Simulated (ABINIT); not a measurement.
# Beyond one shot: Rb2Pd (Fm-3m)

Aim: iterate the self-energy on Rb2Pd (Fm-3m) and follow the gap from cycle to cycle.

Calculated with ABINIT 10.8.3; PBEsol and many-body steps on it, plane waves.

Most raw output is cut from this account.

In doubt: a PseudoDojo file used here is known to give poor structures and forces, which bears on pressures, cells, forces and phonons.

## (1) Set-up

It takes space group Fm-3m (No. 225, cubic). The conventional cell has a = 8.246 Å, b = 8.246 Å, c = 8.246 Å, α = 90.00°, β = 90.00°, γ = 90.00°. Nearest to Rb lie 4 Pd at 3.57 Å. Nearest to Pd lie 8 Rb at 3.57 Å. Farther neighbours are not listed.

The cell and positions are those that the Materials Project relaxed with its own functionals (PBE, PBE+U or r2SCAN), kept fixed.

## (2) Empty states on the mesh, 2×2×2 mesh, 120 bands

This step: ABINIT 10.8.3; DFT, PBEsol, plane waves, norm-conserving pseudopotentials.

The sums over transitions need many empty states on a uniform mesh; this step solves for them.

run.abi

```
acell 3*1.0 Angstrom
rprim 
  -0.000000000000 4.123218000000 4.123218000000
  4.123218000000 0.000000000000 4.123218000000
  4.123218000000 4.123218000000 0.000000000000
ntypat 2
znucl 37 46
natom 3
typat 1 1 2
xred 
  0.250000000000 0.250000000000 0.250000000000
  0.750000000000 0.750000000000 0.750000000000
  0.000000000000 0.000000000000 0.000000000000
pp_dirpath "pseudos"
pseudos "Rb.upf, Pd.upf"
ecut 37
ngkpt 2 2 2
nshiftk 1
shiftk 0 0 0
kptopt 1
chksymbreak 0
iscf -2
irdden 1
istwfk *1
nband 120
nbdbuf 10
tolwfr 1e-09
nstep 60
prtvol 0
indata_prefix "in"
outdata_prefix "out"
tmpdata_prefix "tmp"
```

Run with:

```console
$ OMP_NUM_THREADS=1 mpirun -n 3 abinit run.abi > log
```

It took 44 s on 3 MPI ranks of Arm Neoverse V1, shared host; peak memory 0.35 GiB; 2.2 min of CPU time.

Numbers from this step:

```yaml
gap: 0.8591 eV
k_of_the_valence_top: 0.5, 0.5, 0
k_of_the_conduction_bottom: 0.5, 0, 0
least_direct_gap: 0.8898 eV
k_points_computed: 3
lowest_point_of_the_top_converged_band_above_the_valence_top: 39.30 eV
```

On this mesh the gap is 0.859 eV.

The density comes from a self-consistent run that is not shown.

## (3) Screening, 2×2×2 mesh, 110 bands, screening to 106.1 eV

The RPA dielectric matrix is built and inverted for each q.

This step: RPA screening on PBEsol, plane waves, norm-conserving pseudopotentials.

run.abi, as its differences from that of step 2:

```diff
@@ -21,10 +21,11 @@
 chksymbreak 0
-iscf -2
-irdden 1
 istwfk *1
-nband 120
-nbdbuf 10
-tolwfr 1e-09
-nstep 60
-prtvol 0
+occopt 1
+irdwfk 1
+optdriver 3
+nband 110
+ecuteps 3.9
+inclvkb 2
+awtr 1
+symchi 1
 indata_prefix "in"
```

Run with:

```console
$ OMP_NUM_THREADS=1 mpirun -n 4 abinit run.abi > log
```

The job ended after 14 s (4 MPI ranks; peak memory 1.1 GiB).

Numbers from this step:

```
ε∞ with local fields, on this mesh, along the program's q direction : 21.88
the same without local fields                                       : 32.03
plasma frequency                                                    : 18.82 eV
plane waves in the screening matrix                                 : 331
```

Local fields lower ε∞ by 32 %. On a Γ-centred mesh this coarse the value itself is usually too large, while a short band sum pulls it down.

## (4) G0W0

The self-energy is evaluated for the states that the input lists, and the levels follow from it, in one-shot runs by the linearised quasiparticle equation.

This step: G0W0 on PBEsol, plane waves, norm-conserving pseudopotentials.

run.abi, as its differences from that of step 3:

```diff
@@ -24,8 +24,19 @@
 irdwfk 1
-optdriver 3
+optdriver 4
 nband 110
+gwcalctyp 0
+ecutsigx 37
+symsigma 1
+nkptgw 3
+kptgw 
+  0.5000000000 0.5000000000 0.0000000000
+  0.5000000000 0.0000000000 0.0000000000
+  0.0000000000 0.0000000000 0.0000000000
+bdgw 
+  17 20
+  16 21
+  16 21
 ecuteps 3.9
-inclvkb 2
-awtr 1
-symchi 1
+irdscr 1
+ppmodel 1
 indata_prefix "in"
```

The job ended after 14 s (4 MPI ranks; peak memory 1.1 GiB; 56 s of CPU time).

Numbers from this step:

* G0W0 gap on the points computed: 1.453 eV
* starting gap on the mesh: 0.8591 eV
* k of the valence top: 0.5, 0.5, 0
* k of the conduction bottom: 0.5, 0, 0
* Z at the valence top: 0.766
* Z at the conduction bottom: 0.791
* least direct G0W0 gap on the computed points: 1.604 eV

The gap on the mesh goes from 0.86 eV to 1.45 eV, a correction of +0.59 eV.

## (5) evGW0, cycle 1

This step: evGW0 on PBEsol, plane waves, norm-conserving pseudopotentials.

run.abi, as its differences from that of step 4:

```diff
@@ -26,3 +26,3 @@
 nband 110
-gwcalctyp 0
+gwcalctyp 10
 ecutsigx 37
@@ -31,9 +31,9 @@
 kptgw 
+  0.0000000000 0.0000000000 0.0000000000
+  0.5000000000 0.0000000000 0.0000000000
   0.5000000000 0.5000000000 0.0000000000
-  0.5000000000 0.0000000000 0.0000000000
-  0.0000000000 0.0000000000 0.0000000000
 bdgw 
-  17 20
-  16 21
-  16 21
+  13 23
+  13 23
+  13 23
 ecuteps 3.9
```

It took 25 s on 4 MPI ranks; peak memory 1.4 GiB.

Numbers from this step:

```yaml
quasiparticle_gap_on_the_points_computed: 1.601 eV
gap_of_the_density_functional_on_the_mesh: 0.8591 eV
k_of_the_valence_top: 0.5, 0.5, 0
k_of_the_conduction_bottom: 0.5, 0, 0
z_at_the_valence_top: 0.766
z_at_the_conduction_bottom: 0.791
least_direct_quasiparticle_gap_on_the_computed_points: 1.654 eV
```

Against G0W0 in ABINIT (2×2×2 mesh, 110 bands, screening to 106.1 eV, Godby-Needs plasmon pole), the gap moves by +0.148 eV. This first cycle still uses the starting levels; it takes the full correction, at all points of the mesh, and its linearised value is 1.453 eV.

## (6) evGW0, cycle 2

The corrected levels of the last cycle go back in.

run.abi, as its differences from that of step 5:

```diff
@@ -41,2 +41,3 @@
 ppmodel 1
+irdqps 1
 indata_prefix "in"
```

Run time: 26 s. Hardware: 4 MPI ranks; peak memory 1.8 GiB; 1.7 min of CPU time.

This step gave:

- quasiparticle gap on the points computed: 1.506 eV
- gap of the density functional on the mesh: 0.8591 eV
- k of the valence top: 0.5, 0.5, 0
- k of the conduction bottom: 0.5, 0, 0
- least direct quasiparticle gap on the computed points: 1.644 eV

Against the cycle before, the gap moves by −0.095 eV.

## (7) evGW0, cycle 3

run.abi is that of step 6.

Run time: 25 s. Hardware: 4 MPI ranks; peak memory 1.8 GiB.

This step gave:

```
quasiparticle gap on the points computed              : 1.524 eV
gap of the density functional on the mesh             : 0.8591 eV
k of the valence top                                  : 0.5, 0.5, 0
k of the conduction bottom                            : 0.5, 0, 0
least direct quasiparticle gap on the computed points : 1.642 eV
```

Against the cycle before, the gap moves by +0.018 eV.

## (8) evGW0, cycle 4

run.abi is that of step 7.

Run time: 25 s. Hardware: 4 MPI ranks; peak memory 1.4 GiB.

This step gave:

- quasiparticle gap on the points computed: 1.521 eV
- gap of the density functional on the mesh: 0.8591 eV
- k of the valence top: 0.5, 0.5, 0
- k of the conduction bottom: 0.5, 0, 0
- least direct quasiparticle gap on the computed points: 1.643 eV

Against the cycle before, the gap moves by −0.003 eV.

## (9) Screening, 2×2×2 mesh, 110 bands, screening to 106.1 eV

This step: RPA screening on PBEsol, plane waves, norm-conserving pseudopotentials.

run.abi, as its differences from that of step 8:

```diff
@@ -24,20 +24,13 @@
 irdwfk 1
-optdriver 4
+optdriver 3
 nband 110
+ecuteps 3.9
+inclvkb 2
+awtr 1
+symchi 1
 gwcalctyp 10
-ecutsigx 37
-symsigma 1
-nkptgw 3
-kptgw 
-  0.0000000000 0.0000000000 0.0000000000
-  0.5000000000 0.0000000000 0.0000000000
-  0.5000000000 0.5000000000 0.0000000000
-bdgw 
-  13 23
-  13 23
-  13 23
-ecuteps 3.9
-irdscr 1
-ppmodel 1
-irdqps 1
+mbpt_sciss 0.683 eV
+nqptdm 1
+qptdm 
+  0 0 0
 indata_prefix "in"
```

Wall time 10 s (4 MPI ranks); peak memory 1.1 GiB.

This step gave:

```yaml
eps_infinity_with_local_fields_on_this_mesh_along_the_program_s_q_direction: 15.00
the_same_without_local_fields: 20.24
plasma_frequency: 18.82 eV
plane_waves_in_the_screening_matrix: 331
```

This screening uses the functional's bands under a rigid shift, the mean opening of the cycle before.

## (10) Screening, 2×2×2 mesh, 110 bands, screening to 106.1 eV

This step: RPA screening on PBEsol from quasiparticle energies, plane waves, norm-conserving pseudopotentials.

run.abi, as its differences from that of step 9:

```diff
@@ -30,7 +30,8 @@
 symchi 1
+irdqps 1
 gwcalctyp 10
-mbpt_sciss 0.683 eV
-nqptdm 1
+nqptdm 2
 qptdm 
-  0 0 0
+  0.5000000000 0.0000000000 0.0000000000
+  0.5000000000 0.5000000000 0.0000000000
 indata_prefix "in"
```

mrgscr.stdin

```
2
merged
q0_SCR
out_SCR
1
```

Run with:

```console
$ OMP_NUM_THREADS=1 mpirun -n 4 abinit run.abi > log; mrgscr < mrgscr.stdin
```

It took 6.9 s on 4 MPI ranks; peak memory 0.99 GiB; 27 s of CPU time.

This step gave:

| Item | Value |
| --- | --- |
| plasma frequency | 18.82 eV |
| plane waves in the screening matrix | 331 |

This screening reads the quasiparticle levels of the cycle before.

## (11) evGW, cycle 1

This step: evGW on PBEsol, plane waves, norm-conserving pseudopotentials.

run.abi, as its differences from that of step 10:

```diff
@@ -24,14 +24,20 @@
 irdwfk 1
-optdriver 3
+optdriver 4
 nband 110
-ecuteps 3.9
-inclvkb 2
-awtr 1
-symchi 1
-irdqps 1
 gwcalctyp 10
-nqptdm 2
-qptdm 
+ecutsigx 37
+symsigma 1
+nkptgw 3
+kptgw 
+  0.0000000000 0.0000000000 0.0000000000
   0.5000000000 0.0000000000 0.0000000000
   0.5000000000 0.5000000000 0.0000000000
+bdgw 
+  13 23
+  13 23
+  13 23
+ecuteps 3.9
+irdscr 1
+ppmodel 1
+irdqps 1
 indata_prefix "in"
```

Run with:

```console
$ OMP_NUM_THREADS=1 mpirun -n 4 abinit run.abi > log
```

Run time: 25 s. Hardware: 4 MPI ranks; peak memory 1.7 GiB; 1.7 min of CPU time.

This step gave:

| Property | Result |
| --- | --- |
| quasiparticle gap on the points computed | 1.575 eV |
| gap of the density functional on the mesh | 0.8591 eV |
| k of the valence top | 0.5, 0.5, 0 |
| k of the conduction bottom | 0.5, 0, 0 |
| least direct quasiparticle gap on the computed points | 1.791 eV |

Against G0W0 in ABINIT (2×2×2 mesh, 110 bands, screening to 106.1 eV, Godby-Needs plasmon pole), the gap moves by +0.122 eV.

## (12) Screening, 2×2×2 mesh, 110 bands, screening to 106.1 eV

This step: RPA screening on PBEsol, plane waves, norm-conserving pseudopotentials.

run.abi, as its differences from that of step 11:

```diff
@@ -24,20 +24,13 @@
 irdwfk 1
-optdriver 4
+optdriver 3
 nband 110
+ecuteps 3.9
+inclvkb 2
+awtr 1
+symchi 1
 gwcalctyp 10
-ecutsigx 37
-symsigma 1
-nkptgw 3
-kptgw 
-  0.0000000000 0.0000000000 0.0000000000
-  0.5000000000 0.0000000000 0.0000000000
-  0.5000000000 0.5000000000 0.0000000000
-bdgw 
-  13 23
-  13 23
-  13 23
-ecuteps 3.9
-irdscr 1
-ppmodel 1
-irdqps 1
+mbpt_sciss 0.797 eV
+nqptdm 1
+qptdm 
+  0 0 0
 indata_prefix "in"
```

The job ended after 10 s (4 MPI ranks; peak memory 1.1 GiB).

Numbers from this step:

```
ε∞ with local fields, on this mesh, along the program's q direction : 14.30
the same without local fields                                       : 19.13
plasma frequency                                                    : 18.82 eV
plane waves in the screening matrix                                 : 331
```

This screening uses the functional's bands under a rigid shift, the mean opening of the cycle before.

## (13) Screening, 2×2×2 mesh, 110 bands, screening to 106.1 eV

This step: RPA screening on PBEsol from quasiparticle energies, plane waves, norm-conserving pseudopotentials.

run.abi, as its differences from that of step 12:

```diff
@@ -30,7 +30,8 @@
 symchi 1
+irdqps 1
 gwcalctyp 10
-mbpt_sciss 0.797 eV
-nqptdm 1
+nqptdm 2
 qptdm 
-  0 0 0
+  0.5000000000 0.0000000000 0.0000000000
+  0.5000000000 0.5000000000 0.0000000000
 indata_prefix "in"
```

mrgscr.stdin is that of step 10.

Run with:

```console
$ OMP_NUM_THREADS=1 mpirun -n 4 abinit run.abi > log; mrgscr < mrgscr.stdin
```

The job ended after 6.9 s (4 MPI ranks; peak memory 0.99 GiB; 27 s of CPU time).

Numbers from this step:

* plasma frequency: 18.82 eV
* plane waves in the screening matrix: 331

This screening reads the quasiparticle levels of the cycle before.

## (14) evGW, cycle 2

This step: evGW on PBEsol, plane waves, norm-conserving pseudopotentials.

run.abi, as its differences from that of step 13:

```diff
@@ -24,14 +24,20 @@
 irdwfk 1
-optdriver 3
+optdriver 4
 nband 110
-ecuteps 3.9
-inclvkb 2
-awtr 1
-symchi 1
-irdqps 1
 gwcalctyp 10
-nqptdm 2
-qptdm 
+ecutsigx 37
+symsigma 1
+nkptgw 3
+kptgw 
+  0.0000000000 0.0000000000 0.0000000000
   0.5000000000 0.0000000000 0.0000000000
   0.5000000000 0.5000000000 0.0000000000
+bdgw 
+  13 23
+  13 23
+  13 23
+ecuteps 3.9
+irdscr 1
+ppmodel 1
+irdqps 1
 indata_prefix "in"
```

Run with:

```console
$ OMP_NUM_THREADS=1 mpirun -n 4 abinit run.abi > log
```

Run time: 25 s. Hardware: 4 MPI ranks; peak memory 1.6 GiB.

This step gave:

```yaml
quasiparticle_gap_on_the_points_computed: 1.583 eV
gap_of_the_density_functional_on_the_mesh: 0.8591 eV
k_of_the_valence_top: 0.5, 0.5, 0
k_of_the_conduction_bottom: 0.5, 0, 0
least_direct_quasiparticle_gap_on_the_computed_points: 1.814 eV
```

Against the cycle before, the gap moves by +0.008 eV.

## (15) Side by side

Times are wall times on 4 MPI ranks of Arm Neoverse V1, shared host, good to a factor of about two. A run's time includes the screening step that it read.

```tsv
run	mesh	bands	screening cutoff (eV)	DFT gap (eV)	gap on the mesh (eV)	direct (eV)	ε∞ used	time
G0W0	2×2×2	110	106.1	0.859	1.453	1.604	21.88	28 s
evGW0, cycle 1	2×2×2	110	106.1	0.859	1.601	1.654	21.88	39 s
evGW0, cycle 2	2×2×2	110	106.1	0.859	1.506	1.644	21.88	40 s
evGW0, cycle 3	2×2×2	110	106.1	0.859	1.524	1.642	21.88	39 s
evGW0, cycle 4	2×2×2	110	106.1	0.859	1.521	1.643	21.88	39 s
evGW, cycle 1	2×2×2	110	106.1	0.859	1.575	1.791	15.00	42 s
evGW, cycle 2	2×2×2	110	106.1	0.859	1.583	1.814	14.30	43 s
```

## (16) Results

```json
{
  "G0W0": "1.453 eV",
  "evGW0, cycle 1": "1.601 eV",
  "evGW0, cycle 2": "1.506 eV",
  "evGW0, cycle 3": "1.524 eV",
  "evGW0, cycle 4": "1.521 eV",
  "evGW, cycle 1": "1.575 eV",
  "evGW, cycle 2": "1.583 eV",
  "known limits": "not at the basis limit; no spin polarisation; d states lean on the start; no spin-orbit coupling; coarse k mesh"
}
```

In words: Only the bands that the input lists are updated; the others, empty or deep, keep the functional's energies or take a rigid shift. The evGW loop starts from the last levels of evGW0, so its cycles and time come on top of those. evGW0 ends at 1.52 eV, +0.07 eV from G0W0, after 4 cycles that took 1.7 min beside the first screening; the last moved the gap by 0.003 eV. evGW ends at 1.58 eV, +0.13 eV from G0W0, after 2 cycles that took 85 s beside the first screening; the last moved the gap by 0.008 eV. The first cycle of evGW0 takes the full correction, without the factor Z, so it overshoots the one-shot value. Bands and cutoff are finite, so the gap is not at the basis limit. The miss can reach some tenths of an eV and take either sign; the mesh is an error of its own. The 2×2×2 mesh is coarse for this cell, which bears on the long-range parts of exchange and screening. In the updated screening the q = 0 part is built from Kohn-Sham bands under a rigid shift, the other q from the quasiparticle levels. The runs have no spin polarisation. For a closed low-spin shell that is the natural state; where a d or f shell is open it is a constraint, and the gap is then not the crystal's own. With d states at the gap, one-shot GW leans hard on its start. The many-body steps are scalar-relativistic: spin-orbit coupling is not in them.

[Paths, hosts, dates, memory and timing lines, banners, echoed tables and standing remarks are left out of the program output.]

[Logs are printed without paths, hosts, clocks, repeated set-up lines and the standing remarks that a program may print on its own settings, such as how far it seeks lower states.]

[Runs of the session that timed out or met a known fault of the program may be left out.]

[Hosts, paths, dates, database ids (printed as entryN), source tags and the programs' standing remarks are cut or masked in the printed files.]

[G0W0 gaps are taken among the corrected bands and points alone; a level outside them can change the order at an edge.]

[Where Ansatz stands beside ABINIT at settings called matched, ABINIT's density can come from a denser mesh and the files from another edition; pairs whose starting gaps differed by over 0.03 eV were left out, so agreement reads better than it is.]
